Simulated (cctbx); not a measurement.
## Sm2Cd2Ga: solution and refinement

Cell a = 4.5070 Å, b = 5.7610 Å, c = 9.1730 Å, α = 90.00°, β = 90.00°, γ = 90.00°; space group Immm (no. 71); content Sm4 Cd4 Ga2.

Simulated single-crystal data (cctbx): Mo Kα, λ = 0.71073 Å, to d = 0.84 Å, 70 % of the full sphere, strongest reflection 20000 counts, noise from counting, a 4 % proportional error and a noise floor of 15 counts (s.d.); no absorption, and some extinction, which the refinements don't model.

Charge flipping in P1 on normalised amplitudes to 0.9 Å, δ = 1.2 σ, 10 % of the reflections treated as weak, 100 cycles:

```text
cycle      R  skewness
    0  0.569     0.33
    8  0.495     2.01
   16  0.368     2.57
   24  0.355     2.39
   32  0.381     2.55
   40  0.374     2.39
   48  0.389     2.58
   56  0.381     2.35
   64  0.370     2.26
   72  0.391     2.34
   80  0.370     2.44
   88  0.358     2.49
   96  0.351     2.24
origin shift          correlation  skewness
 0.022  0.433  0.469      0.836      2.82
 0.017  0.424  0.288      0.837      3.42
 0.013  0.074  0.474      0.798      1.53
 0.007  0.311  0.468      0.787      1.50
taken: symmetry correlation 0.837, skewness 3.42
peak      x       y       z  mult  height/sigma
Q1    0.0000  0.5000  0.0000    2     11.5
Q2    0.0000  0.0000  0.2002    4      9.8
Q3    0.0000  0.3040  0.5000    4      7.3
Q4    0.0000  0.5000  0.3525    4      3.5
Q5    0.0000  0.2604  0.3179    8      2.7
Q6    0.0000  0.3420  0.0854    8      2.2
Q7    0.0000  0.2292  0.0000    4      2.0
Q8    0.0000  0.0000  0.0000    2      1.9
```

The origin is taken among those within 0.04 of the best correlation, by the skewness of the map.

Run time: 0.24 s on 1 thread of Arm Neoverse V2 (shared host), peak memory 0.07 GiB.

Q: Assign the peaks.

Heights follow Z only loosely here, so the multiplicities, which must add up to the content, decide. First model: Q1 = Ga1 (2 in the cell, height 11.5), Q2 = Sm1 (4 in the cell, height 9.8) and Q3 = Cd1 (4 in the cell, height 7.3). Against the true structure, Q1 is Ga, Q2 is Sm and Q3 is Cd; the other peaks are not atoms.

Least squares on F², isotropic:

```text
Rint 0.034, 138 unique reflections to 0.84 A
cycle     R1     wR2    GooF  max shift (A)
   1  0.2800  0.6258  21.510   0.15329
   2  0.0115  0.0278   0.957   0.00006
final R1 0.0115 wR2 0.0278 GooF 0.956  parameters 5  data/parameter 27.6
atom        x        y        z      Ueq    occ   su(xyz)  su(Uiso or U11)
Ga1    0.00000  0.50000  0.00000   0.0114  1.000  0.00000  0.0003
Sm1    0.00000  0.00000  0.19556   0.0081  1.000  0.00005  0.0002
Cd1    0.00000  0.27739  0.50000   0.0088  1.000  0.00010  0.0002
difference map: max 1.06 min -1.24 rms 0.25
Q1    0.0000  0.0000  0.0000    2    1.06  1.79 A from Sm1
Q2    0.0000  0.5000  0.5000    2    0.80  1.28 A from Cd1
Q3    0.2032  0.2472  0.3291   16    0.71  1.82 A from Cd1
Q4    0.1931  0.3766  0.0564   16    0.70  1.24 A from Ga1
Q5    0.2138  0.1374  0.0432   16    0.70  1.44 A from Cd1
```

Anisotropic refinement:

```text
Rint 0.034, 138 unique reflections to 0.84 A
cycle     R1     wR2    GooF  max shift (A)
   1  0.0115  0.0278   0.979   0.00029
   2  0.0114  0.0263   0.924   0.00000
final R1 0.0114 wR2 0.0263 GooF 0.924  parameters 11  data/parameter 12.5
atom        x        y        z      Ueq    occ   su(xyz)  su(Uiso or U11)
Ga1    0.00000  0.50000  0.00000   0.0113  1.000  0.00000  0.0006
Sm1    0.00000  0.00000  0.19553   0.0081  1.000  0.00005  0.0002
Cd1    0.00000  0.27740  0.50000   0.0088  1.000  0.00009  0.0003
difference map: max 0.91 min -0.99 rms 0.24
Q1    0.0000  0.0000  0.0000    2    0.91  1.79 A from Sm1
Q2    0.2448  0.0000  0.2559    8    0.86  1.23 A from Sm1
Q3    0.0000  0.5000  0.0755    4    0.77  0.69 A from Ga1
Q4    0.0000  0.3195  0.1895    8    0.67  1.84 A from Sm1
Q5    0.2122  0.1364  0.0000    8    0.64  1.39 A from Cd1
Q6    0.0000  0.0568  0.3294    8    0.63  1.27 A from Sm1
```

**Reading.** The refinement ends at R1 = 0.0114, wR2 = 0.0263, GooF = 0.92, with difference density between -0.99 and 0.91 e/Å³. Every site matches the true model in element, within 0.001 Å r.m.s., up to an allowed shift of origin.

True model:

```
atom  mult.    x       y       z  Ueq (Å²)
 Sm1      4    0     1/2  0.8044    0.0084
 Cd1      4  1/2  0.7226       0    0.0091
 Ga1      2    0       0       0    0.0116
```

The model is made up (kin elements in a known structure type, no relaxation), so it says nothing on whether the phase exists.

[Middle refinement cycles are left out of these outputs.]

[Logs are printed without paths, hosts, clocks, repeated set-up lines and the standing remarks that a program may print on its own settings, such as how far it seeks lower states.]
